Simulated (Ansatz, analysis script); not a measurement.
# Free-standing square Ti monolayer, spacing 2.74 Å: spin spirals and exchange, part 2 of 2

Does a spiral lie below the collinear start of a free-standing square Ti monolayer, spacing 2.74 Å, and how stiff are the moments?

Ansatz 0.2.0; PBE, PAW set soft_1.

So far. Step 4 (q = (0, 0, 0)): The largest moment is 1.11 μB, against 1.10 μB in the collinear run. Step 5 (q = (0, 0.1, 0)): The energy of the cell lies 0.401 meV below that at q = 0, and the largest moment is 1.12 μB against 1.11 μB.

## (6) q = (0, 0.2, 0)

Level of this step: Ansatz DFT, spin spiral by the generalised Bloch theorem, no spin-orbit coupling; PBE, PAW set soft_1; PAW set soft_1 (Ansatz).

Input file input.yaml:

```yaml
crystal:
  lattice:
    - [2.74, 0.0, 0.0]
    - [0.0, 2.74, 0.0]
    - [0.0, 0.0, 14.0]
  atoms:
    - { symbol: Ti, position: [0.0, 0.0, 0.5], spin: 1.1, spin_axis: [0.707107, 0.0, 0.707107] }
kpoints:
  mp_grid: { grid: [20, 20, 1] }
hamiltonian:
  xc: pbe
  noncollinear_xc: locally_collinear
  pseudopotentials: { kind: paw, azcp: { folder: soft_1 } }
scf:
  occupations: { method: fermi_dirac, width: 0.1 }
  max_iter: 120
  convergence: { dr2_threshold: 1.0e-08 }
  lower_state_search: "off"
basis:
  ecutwfc: 420.0
magnetization:
  noncollinear: true
  spin_spiral: { q: [0.0, 0.2, 0.0] }
  spin_locking: { lock_directions: true }
checkpoint:
  read: start
```

Launch:

```bash
ansatz run input.yaml --threads 1 --pin off --max-ram 2048MiB --backend cpu --events-out ev --progress --plain --runs-dir out
```

Numbers of over 12 decimals in the logs are rounded to 6 here.

The program printed:

```text
[...]
Crystal: 1 atoms, lattice volume = 105.106 Å³
Basis set: ecut = 420 eV, 2107 PW (Γ)
Bands: 20, of which v1, the nominal top of the filled ones, is band 12 counted from 1 (11 counted from 0)
Symmetry: 1 space group operations
k-points: 400
[...]
--- Magnetisation constraints (ε_frz = 1.0e-4 eV) ---
[...]
0     per_site_axis  ê (+0.707, +0.000, +0.707) ≥0.00  (+0.812, +0.000, +0.815)  1.19e-3      (-2.4e-3, +3.7e-6, +2.4e-3)  1.000  0    yes
Free energy (F): -2497.511208 eV
[...]
Internal energy: -2497.436852 eV  (E = F + TS)
E sigma→0 (E₀):  -2497.474030 eV
Entropy (-TS):   -0.074356 eV (-74.356 meV/atom)
Fermi energy:    -1.007619 eV
[...]
[key lines of the parts left out:]
SCF converged after 13 iterations
Magnetization: |M| = 1.7578 μB,  M = (+1.2168, +0.0000, +1.2686) μB
```

Elapsed: 4.3 min, on 1 thread of Arm Neoverse V1, shared host; peak memory 1.7 GiB.

The energy of the cell lies 1.89 meV above that at q = 0, and the largest moment is 1.15 μB against 1.11 μB.

## (7) q = (0.2, 0.2, 0)

Edit input.yaml of step 6 so:

```diff
@@ -22,3 +22,3 @@
   noncollinear: true
-  spin_spiral: { q: [0.0, 0.2, 0.0] }
+  spin_spiral: { q: [0.2, 0.2, 0.0] }
   spin_locking: { lock_directions: true }
```

The program printed:

```text
[...]
Crystal: 1 atoms, lattice volume = 105.106 Å³
Basis set: ecut = 420 eV, 2107 PW (Γ)
Bands: 20, of which v1, the nominal top of the filled ones, is band 12 counted from 1 (11 counted from 0)
Symmetry: 1 space group operations
k-points: 400
[...]
--- Magnetisation constraints (ε_frz = 1.0e-4 eV) ---
[...]
0     per_site_axis  ê (+0.707, +0.000, +0.707) ≥0.00  (+0.795, -0.000, +0.800)  2.33e-3      (-4.7e-3, -1.4e-7, +4.7e-3)  1.000  0    yes
Free energy (F): -2497.511145 eV
[...]
Internal energy: -2497.437874 eV  (E = F + TS)
E sigma→0 (E₀):  -2497.474509 eV
Entropy (-TS):   -0.073271 eV (-73.271 meV/atom)
Fermi energy:    -1.022018 eV
[...]
[key lines of the parts left out:]
SCF converged after 14 iterations
Magnetization: |M| = 1.7019 μB,  M = (+1.1487, -0.0000, +1.2557) μB
```

The job ended after 4.7 min (1 thread; peak memory 1.7 GiB).

The energy of the cell lies 1.97 meV above that at q = 0, and the largest moment is 1.13 μB against 1.11 μB.

## (8) q = (0.5, 0.5, 0)

Edit input.yaml of step 7 so:

```diff
@@ -22,3 +22,3 @@
   noncollinear: true
-  spin_spiral: { q: [0.2, 0.2, 0.0] }
+  spin_spiral: { q: [0.5, 0.5, 0.0] }
   spin_locking: { lock_directions: true }
```

The program printed:

```text
[...]
Crystal: 1 atoms, lattice volume = 105.106 Å³
Basis set: ecut = 420 eV, 2107 PW (Γ)
Bands: 20, of which v1, the nominal top of the filled ones, is band 12 counted from 1 (11 counted from 0)
Symmetry: 1 space group operations
k-points: 400
[...]
--- Magnetisation constraints (ε_frz = 1.0e-4 eV) ---
[...]
0     per_site_axis  ê (+0.707, +0.000, +0.707) ≥0.00  (+0.317, +0.000, +0.315)  1.25e-3      (-5.5e-2, -3.2e-7, +5.5e-2)  1.000  0    yes
Free energy (F): -2497.469438 eV
[...]
Internal energy: -2497.368320 eV  (E = F + TS)
E sigma→0 (E₀):  -2497.418879 eV
Entropy (-TS):   -0.101119 eV (-101.119 meV/atom)
Fermi energy:    -1.063867 eV
[...]
[key lines of the parts left out:]
SCF converged after 57 iterations
Magnetization: |M| = 0.6372 μB,  M = (+0.2676, -0.0000, +0.5783) μB
```

It took 26 min on 1 thread; peak memory 1.7 GiB.

The energy of the cell lies 43.5 meV above that at q = 0, and the largest moment is 0.447 μB against 1.11 μB.

The other 8 runs of this kind were made alike; their results stand in the table below.

## (9) Other settings

A test of how the program answers to a changed input.

Edit input.yaml of step 8 so:

```diff
@@ -15,3 +15,3 @@
   occupations: { method: fermi_dirac, width: 0.1 }
-  max_iter: 120
+  max_iter: 50
   convergence: { dr2_threshold: 1.0e-08 }
@@ -24,3 +24,2 @@
   spin_locking: { lock_directions: true }
-checkpoint:
-  read: start
+  spin_polarized: true
```

Launch:

```bash
ansatz run input.yaml --threads 4 --pin off --max-ram 8192MiB --backend cpu --events-out ev --progress --plain --runs-dir out
```

The program printed:

```text
Error: inconsistent input (magnetization.noncollinear, magnetization.spin_polarized): are mutually exclusive — non-collinear runs carry the full vector magnetisation; drop spin_polarized
```

The job ended after 0.04 s (4 threads; peak memory 0.033 GiB).

The input was rejected at the start.

The program's message: “Error: inconsistent input (magnetization.noncollinear, magnetization.spin_polarized): are mutually exclusive — non-collinear runs carry the full vector magnetisation; drop spin_polarized”

The change that led to it: magnetization.

## (10) Analysis

```csv
q (reciprocal lattice),path length (1/Å),E(q) − E(0) (meV a magnetic atom),|m| Ti no. 1 (μB)
"(0, 0, 0)",0.000,0.00,1.11
"(0, 0.1, 0)",0.229,-0.40,1.12
"(0, 0.2, 0)",0.459,1.89,1.15
"(0, 0.4, 0)",0.917,19.25,0.94
"(0, 0.5, 0)",1.147,20.56,0.89
"(0.1, 0.5, 0)",1.376,21.23,0.87
"(0.2, 0.5, 0)",1.605,22.98,0.83
"(0.4, 0.5, 0)",2.064,38.95,0.57
"(0.5, 0.5, 0)",2.293,43.51,0.45
"(0.4, 0.4, 0)",2.617,32.19,0.70
"(0.3, 0.3, 0)",2.942,9.29,1.00
"(0.2, 0.2, 0)",3.266,1.97,1.13
"(0.1, 0.1, 0)",3.590,-0.17,1.13
"(0, 0, 0)",3.915,0.00,1.11
```

## (11) Outcome

```
lowest point of the path : q = (0, 0.1, 0), -0.401 meV a magnetic atom from q = 0
highest point            : 43.5 meV a magnetic atom
```

What this shows: The lowest point, q = (0, 0.1, 0), gains only 0.40 meV a magnetic atom, so little that mesh and basis steps could decide it. The moments change by at most 60 % from their size at q = 0, so they are itinerant and a model of rigid spins is rough. These are energies of cones, which for rigid moments are sin²θ = 0.50 times those of flat spirals. No spin model is given, since the moments change too much along the path. The 13 spiral runs took 1.8 h of wall time, added up. Energies are free energies at a smearing of 0.1 eV, and with partly filled levels differences shift, at times strongly, as the smearing goes to zero. The cell was taken as built, with atoms unrelaxed. In doubt: the program's search for lower states was switched off, so a lower magnetic state than those reached may exist.

[Logs and program files are shortened in this print: banners, set-up blocks, solver, clock and traceback lines can be left out without a mark of their own.]

[Logs are printed without paths, hosts, clocks, repeated set-up lines and the standing remarks that a program may print on its own settings, such as how far it seeks lower states.]

[Hosts, paths, dates, database ids (printed as entryN), source tags and the programs' standing remarks are cut or masked in the printed files.]
